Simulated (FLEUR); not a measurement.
# FePt (Tetraferroplatinum): orders along a scan of the ratio c/a, part 2 of 2

Wanted: the trend of the moments of FePt (Tetraferroplatinum) with the ratio c/a.

FLEUR MaX-R8.1; PBE; all-electron FLAPW, Dirac cores, scalar-relativistic bands.

So far, largest spin moment in the muffin-tin sphere (μB): step 2 (factor 1, start ferro +) 2.99; step 3 (factor 1, start antiferro q=(0,1/2,0) +-) 2.94.

## (4) Factor 1.1, start ferro +

The farthest finished point is shown in full.

The k list default-1 (kpts.xml, not shown) is a Γ-centred 10×10×10 mesh.

File inp.xml:

```
<?xml version="1.0" encoding="UTF-8" standalone="no"?>
<fleurInput fleurInputVersion="0.39">
   <comment>
      FePt
   </comment>
   <calculationSetup>
      <cutoffs Kmax="3.6" Gmax="10.8" GmaxXC="10.8" numbands="0"/>
      <scfLoop itmax="110" minDistance="0.00002" maxIterBroyd="15" imix="Anderson" alpha="0.05" precondParam="0.0" spinf="2.0" sdNocoIR="T"/>
      <coreElectrons ctail="T" frcor="F" kcrel="0" coretail_lmax="0"/>
      <xcFunctional name="pbe" relativisticCorrections="F"/>
      <magnetism jspins="2"/>
      <soc l_soc="F" theta="0.0" phi="0.0" spav="F"/>
      <expertModes spex="0" secvar="F"/>
      <geometryOptimization l_f="F" forcealpha="1.0" forcemix="BFGS" epsdisp="0.00001" epsforce="0.00001"/>
      <ldaU l_linMix="F" mixParam="0.05" spinf="1.0"/>
   </calculationSetup>
   <cell>
      <bzIntegration valenceElectrons="32.0" mode="hist" fermiSmearingEnergy="0.00183747">
         <kPointListSelection listName="default-1"/>
         <xi:include xmlns:xi="http://www.w3.org/2001/XInclude" href="kpts.xml"> </xi:include>
      </bzIntegration>
      <xi:include xmlns:xi="http://www.w3.org/2001/XInclude" href="sym.xml"> </xi:include>
      <bulkLattice scale="1.0">
         <bravaisMatrix>
            <row-1>    4.9071564463885844     0.0000000000000000     0.0000000000000000</row-1>
            <row-2>    0.0000000000000000     4.9071564463885844     0.0000000000000000</row-2>
            <row-3>    0.0000000000000000     0.0000000000000000     7.7327593018631990</row-3>
         </bravaisMatrix>
      </bulkLattice>
   </cell>
   <atomSpecies>
      <species name="Iron (Fe) 2.800" element="Fe" atomicNumber="26">
         <mtSphere radius="2.39" gridPoints="791" logIncrement="0.015"/>
         <atomicCutoffs lmax="8" lnonsphr="6"/>
         <electronConfig flipSpins="F">
            <coreConfig>(1s1/2) (2s1/2) (2p1/2) (2p3/2)</coreConfig>
            <valenceConfig>(3s1/2) (3p1/2) (3p3/2) (4s1/2) (3d3/2) (3d5/2)</valenceConfig>
            <stateOccupation state="(3d3/2)" spinUp="1.4" spinDown="1.0"/>
            <stateOccupation state="(3d5/2)" spinUp="3.0" spinDown="0.6"/>
         </electronConfig>
         <energyParameters s="4" p="4" d="3" f="4"/>
         <lo type="SCLO" l="0" n="3" eDeriv="0"/>
         <lo type="SCLO" l="1" n="3" eDeriv="0"/>
      </species>
      <species name="Platinum (Pt)" element="Pt" atomicNumber="78">
         <mtSphere radius="2.39" gridPoints="791" logIncrement="0.017"/>
         <atomicCutoffs lmax="8" lnonsphr="6"/>
         <electronConfig flipSpins="F">
            <coreConfig>(1s1/2) (2s1/2) (2p1/2) (2p3/2) (3s1/2) (3p1/2) (3p3/2) (4s1/2) (3d3/2) (3d5/2) (4p1/2) (4p3/2) (5s1/2) (4d3/2) (4d5/2) (4f5/2) (4f7/2)</coreConfig>
            <valenceConfig>(5p1/2) (5p3/2) (6s1/2) (5d3/2) (5d5/2)</valenceConfig>
            <stateOccupation state="(6s1/2)" spinUp="0.500000" spinDown="0.500000"/>
            <stateOccupation state="(5d3/2)" spinUp="1.800000" spinDown="1.800000"/>
            <stateOccupation state="(5d5/2)" spinUp="2.700000" spinDown="2.700000"/>
         </electronConfig>
         <energyParameters s="6" p="6" d="5" f="5"/>
         <lo type="SCLO" l="1" n="5" eDeriv="0"/>
      </species>
   </atomSpecies>
   <atomGroups>
      <atomGroup species="Iron (Fe) 2.800">
         <relPos label="                   1">.0000000000 .0000000000 .0000000000</relPos>
         <force calculate="T" relaxXYZ="TTT"/>
      </atomGroup>
      <atomGroup species="Platinum (Pt)">
         <relPos label="                   2">1.000/2.000 1.000/2.000 1.000/2.000</relPos>
         <force calculate="T" relaxXYZ="TTT"/>
      </atomGroup>
   </atomGroups>
   <output dos="F" band="F" slice="F">
      <bandDOS minEnergy="-.5*Htr" maxEnergy="0.5*Htr" sigma="0.015" storeEVData="T"/>
      <plotting iplot="0" polar="F">
         <plot TwoD="T" vec1="  1.0  0.0  0.0" vec2="  0.0  1.0  0.0" vec3="  0.0  0.0  1.0" zero="  0.0  0.0  0.0" file="plot"/>
      </plotting>
      <moessbauerParams electricFieldGradient="F" isomerShift="F" coreHyperfine="F" valenceHyperfine="F"/>
   </output>
</fleurInput>
```

File crystal.txt:

```
FePt
&input film=F cartesian=F /
2.59675536180  0.00000000000  0.00000000000
0.00000000000  2.59675536180  0.00000000000
0.00000000000  0.00000000000  4.09200000000
1.8897261246
1.0 1.0 1.0

2
26 0.00000000000  0.00000000000  0.00000000000 : 2.800
78 0.50000000000  0.50000000000  0.50000000000

&kpt div1=10 div2=10 div3=10 gamma=T /
```

Command:

```
> OMP_NUM_THREADS=1 inpgen -f crystal.txt > inpgen.log  # inp.xml is then edited as shown
> OMP_NUM_THREADS=1 mpirun -n 4 fleur_MPI > fleur.log
```

The log of the run:

```text
[banner, memory and clock lines left out]
Welcome to FLEUR        (www.flapw.de)
      MaX-Release 8.1          (www.max-centre.eu)

 ========== k-point set info ==========
 Selected k-point list: default-1
 k-point list type: mesh
 0 x 0 x 0
 Number of k points: 128

 [... set-up left out ...]
 Iteration:     1   Distance:      44.32713766 me/bohr^3
 Iteration:     2   Distance:      15.04129789 me/bohr^3
 Iteration:     3   Distance:      13.24779673 me/bohr^3
 Iteration:     4   Distance:       8.97297981 me/bohr^3
 Iteration:     5   Distance:       8.64030092 me/bohr^3
[...]
<sumOfEigenvalues value="   -12060.3453952759">
               <coreElectrons value="-12042.3732865154"/>
               <valenceElectrons value="-17.9721087605"/>
            </sumOfEigenvalues>
         [... left out ...]
            <freeEnergy value="-19719.5411022682"/>
            <extrapolationTo0K value="-19719.5408696659"/>
         </totalEnergy>
         <densityConvergence units="me/bohr^3">
            <chargeDensity spin="1" distance="0.0000030086"/>
            <chargeDensity spin="2" distance="0.0000035719"/>
            <overallChargeDensity distance="0.0000051843"/>
            <spinDensity distance="0.0000040918"/>
         </densityConvergence>
      </iteration>
```

The job ended after 22 s (4 MPI ranks of Arm Neoverse V2, shared host; peak memory 0.22 GiB).

Spin moment in the muffin-tin sphere by atom:

| atom | spin moment in the muffin-tin sphere (μB) |
| --- | --- |
| Fe1 | 2.92 |
| Pt2 | 0.28 |

This step gave:

- free energy: -536596.0495 eV
- program's band gap on this mesh (in a metal only a level spacing): 0.003299 eV
- magnetization: 3.119 μB
- final state: ferromagnetic

After 25 cycles the largest moment stands at 2.92 μB.

## (5) Factor 1.1, start antiferro q=(0,1/2,0) +-

The k list default-1 (kpts.xml, not shown) is a Γ-centred 10×5×10 mesh.

Edit inp.xml of step 4 so:

```diff
@@ -17,3 +17,3 @@
    <cell>
-      <bzIntegration valenceElectrons="32.0" mode="hist" fermiSmearingEnergy="0.00183747">
+      <bzIntegration valenceElectrons="64.0" mode="hist" fermiSmearingEnergy="0.00183747">
          <kPointListSelection listName="default-1"/>
@@ -25,3 +25,3 @@
             <row-1>    4.9071564463885844     0.0000000000000000     0.0000000000000000</row-1>
-            <row-2>    0.0000000000000000     4.9071564463885844     0.0000000000000000</row-2>
+            <row-2>    0.0000000000000000     9.8143128927771688     0.0000000000000000</row-2>
             <row-3>    0.0000000000000000     0.0000000000000000     7.7327593018631990</row-3>
@@ -39,2 +39,15 @@
             <stateOccupation state="(3d5/2)" spinUp="3.0" spinDown="0.6"/>
+         </electronConfig>
+         <energyParameters s="4" p="4" d="3" f="4"/>
+         <lo type="SCLO" l="0" n="3" eDeriv="0"/>
+         <lo type="SCLO" l="1" n="3" eDeriv="0"/>
+      </species>
+      <species name="Iron (Fe) -2.800" element="Fe" atomicNumber="26">
+         <mtSphere radius="2.39" gridPoints="791" logIncrement="0.015"/>
+         <atomicCutoffs lmax="8" lnonsphr="6"/>
+         <electronConfig flipSpins="F">
+            <coreConfig>(1s1/2) (2s1/2) (2p1/2) (2p3/2)</coreConfig>
+            <valenceConfig>(3s1/2) (3p1/2) (3p3/2) (4s1/2) (3d3/2) (3d5/2)</valenceConfig>
+            <stateOccupation state="(3d3/2)" spinUp="1.0" spinDown="1.4"/>
+            <stateOccupation state="(3d5/2)" spinUp="0.6" spinDown="3.0"/>
          </electronConfig>
@@ -63,4 +76,9 @@
       </atomGroup>
+      <atomGroup species="Iron (Fe) -2.800">
+         <relPos label="                   2">.0000000000 1.000/2.000 .0000000000</relPos>
+         <force calculate="T" relaxXYZ="TTT"/>
+      </atomGroup>
       <atomGroup species="Platinum (Pt)">
-         <relPos label="                   2">1.000/2.000 1.000/2.000 1.000/2.000</relPos>
+         <relPos label="                   3">1.000/2.000 1.000/4.000 1.000/2.000</relPos>
+         <relPos label="                   4">1.000/2.000 -1.000/4.000 1.000/2.000</relPos>
          <force calculate="T" relaxXYZ="TTT"/>
```

File crystal.txt:

```
FePt
&input film=F cartesian=F /
2.59675536180  0.00000000000  0.00000000000
0.00000000000  5.19351072360  0.00000000000
0.00000000000  0.00000000000  4.09200000000
1.8897261246
1.0 1.0 1.0

4
26 0.00000000000  0.00000000000  0.00000000000 : 2.800
26 0.00000000000  0.50000000000  0.00000000000 : -2.800
78 0.50000000000  0.25000000000  0.50000000000
78 0.50000000000  0.75000000000  0.50000000000

&kpt div1=10 div2=5 div3=10 gamma=T /
```

The log of the run:

```text
[banner, memory and clock lines left out]
Welcome to FLEUR        (www.flapw.de)
      MaX-Release 8.1          (www.max-centre.eu)

 ========== k-point set info ==========
 Selected k-point list: default-1
 k-point list type: mesh
 10 x 5 x 10
 Number of k points: 108

 [... set-up left out ...]
 Iteration:     1   Distance:      44.37337293 me/bohr^3
 Iteration:     2   Distance:      15.44897793 me/bohr^3
 Iteration:     3   Distance:      13.72385310 me/bohr^3
 Iteration:     4   Distance:       6.81995485 me/bohr^3
 Iteration:     5   Distance:       6.23260374 me/bohr^3
[...]
<sumOfEigenvalues value="   -24121.0807523698">
               <coreElectrons value="-24085.0548504140"/>
               <valenceElectrons value="-36.0259019557"/>
            </sumOfEigenvalues>
         [... left out ...]
            <freeEnergy value="-39439.0765978959"/>
            <extrapolationTo0K value="-39439.0760182802"/>
         </totalEnergy>
         <densityConvergence units="me/bohr^3">
            <chargeDensity spin="1" distance="0.0000099044"/>
            <chargeDensity spin="2" distance="0.0000111787"/>
            <overallChargeDensity distance="0.0000192787"/>
            <spinDensity distance="0.0000086285"/>
         </densityConvergence>
      </iteration>
```

Elapsed: 77 s, on 4 MPI ranks; peak memory 0.3 GiB.

This step gave:

```yaml
free_energy: -1073191.9465 eV
program_s_band_gap_on_this_mesh_in_a_metal_only_a_level_spacing: 3.27e-6 eV
magnetization: 0 μB
final_state: antiferromagnetic
largest_moment: 2.823 μB
```

After 27 cycles the largest moment stands at 2.82 μB.

## (6) The series

In all 18 runs were made at the factors 0.9, 0.93, 0.96, 0.98, 1, 1.02, 1.04, 1.07 and 1.1, of which 18 converged. The tables hold the factors at which the parallel start converged, and CPU times count converged runs alone. Differences are of free energies.

Final states:

| factor on c at fixed volume | ferro + | antiferro q=(0,1/2,0) +- | CPU time (s) |
| --- | --- | --- | --- |
| 0.9 | ferromagnetic | antiferromagnetic | 401.6 |
| 0.93 | ferromagnetic | antiferromagnetic | 390.7 |
| 0.96 | ferromagnetic | antiferromagnetic | 391.2 |
| 0.98 | ferromagnetic | antiferromagnetic | 389.6 |
| 1 | ferromagnetic | antiferromagnetic | 380.7 |
| 1.02 | ferromagnetic | antiferromagnetic | 402.8 |
| 1.04 | ferromagnetic | antiferromagnetic | 383 |
| 1.07 | ferromagnetic | antiferromagnetic | 388.4 |
| 1.1 | ferromagnetic | antiferromagnetic | 394.3 |

The energy over the lowest point, ferro + by factor on c at fixed volume:

| factor on c at fixed volume | energy over the lowest point, ferro + (meV a primitive cell) |
| --- | --- |
| 0.9000 | 204 |
| 0.9300 | 108 |
| 0.9600 | 38.9 |
| 0.9800 | 10.8 |
| 1.0000 | 0 |
| 1.0200 | 6.53 |
| 1.0400 | 30.9 |
| 1.0700 | 99.6 |
| 1.1000 | 205 |

Largest sphere moment against factor on c at fixed volume:

| factor on c at fixed volume | ferro + (μB) | antiferro q=(0,1/2,0) +- (μB) |
| --- | --- | --- |
| 0.9000 | 3.01 | 3.01 |
| 0.9300 | 3.01 | 3.00 |
| 0.9600 | 3.00 | 2.97 |
| 0.9800 | 3.00 | 2.96 |
| 1.0000 | 2.99 | 2.94 |
| 1.0200 | 2.99 | 2.92 |
| 1.0400 | 2.97 | 2.90 |
| 1.0700 | 2.95 | 2.86 |
| 1.1000 | 2.92 | 2.82 |

Table of net moment, ferro + by factor on c at fixed volume:

| factor on c at fixed volume | net moment, ferro + (μB a primitive cell) |
| --- | --- |
| 0.9000 | 3.43 |
| 0.9300 | 3.42 |
| 0.9600 | 3.39 |
| 0.9800 | 3.36 |
| 1.0000 | 3.33 |
| 1.0200 | 3.31 |
| 1.0400 | 3.27 |
| 1.0700 | 3.19 |
| 1.1000 | 3.12 |

Table of energy less that of the parallel start, antiferro q=(0,1/2,0) +- by factor on c at fixed volume:

| factor on c at fixed volume | energy less that of the parallel start, antiferro q=(0,1/2,0) +- (meV a seeded atom) |
| --- | --- |
| 0.9000 | -40.5 |
| 0.9300 | -13.4 |
| 0.9600 | 4.68 |
| 0.9800 | 13.7 |
| 1.0000 | 22.6 |
| 1.0200 | 32.4 |
| 1.0400 | 41.6 |
| 1.0700 | 56.5 |
| 1.1000 | 76.3 |

## (7) What came out

| Property | Result |
| --- | --- |
| largest moment, parallel start | 3.01 μB at 0.9, 2.92 μB at 1.1 |
| net moment, parallel start | 3.43 to 3.12 μB a primitive cell |
| start antiferro q=(0,1/2,0) +- less the parallel start | -40.5 meV at 0.9, +76.3 meV at 1.1, a seeded atom |

What this shows: The largest moment of the parallel start goes from 3.01 μB at 0.9 to 2.92 μB at 1.1. Its energy is least at 1 of the points run. The start antiferro q=(0,1/2,0) +- crosses the parallel start in energy between 0.93 and 0.96. The opposed order is one of several, taken for its small cell; another can lie lower, so the scan does not name the ground state. Atoms were not relaxed at any point.

[Logs and program files are shortened in this print: banners, set-up blocks, solver, clock and traceback lines can be left out without a mark of their own.]

[Logs are printed without paths, hosts, clocks, repeated set-up lines and the standing remarks that a program may print on its own settings, such as how far it seeks lower states.]

[Hosts, paths, dates, database ids (printed as entryN), source tags and the programs' standing remarks are cut or masked in the printed files.]

[Where a cell is said to come from a database of computed structures, the database is the Materials Project.]
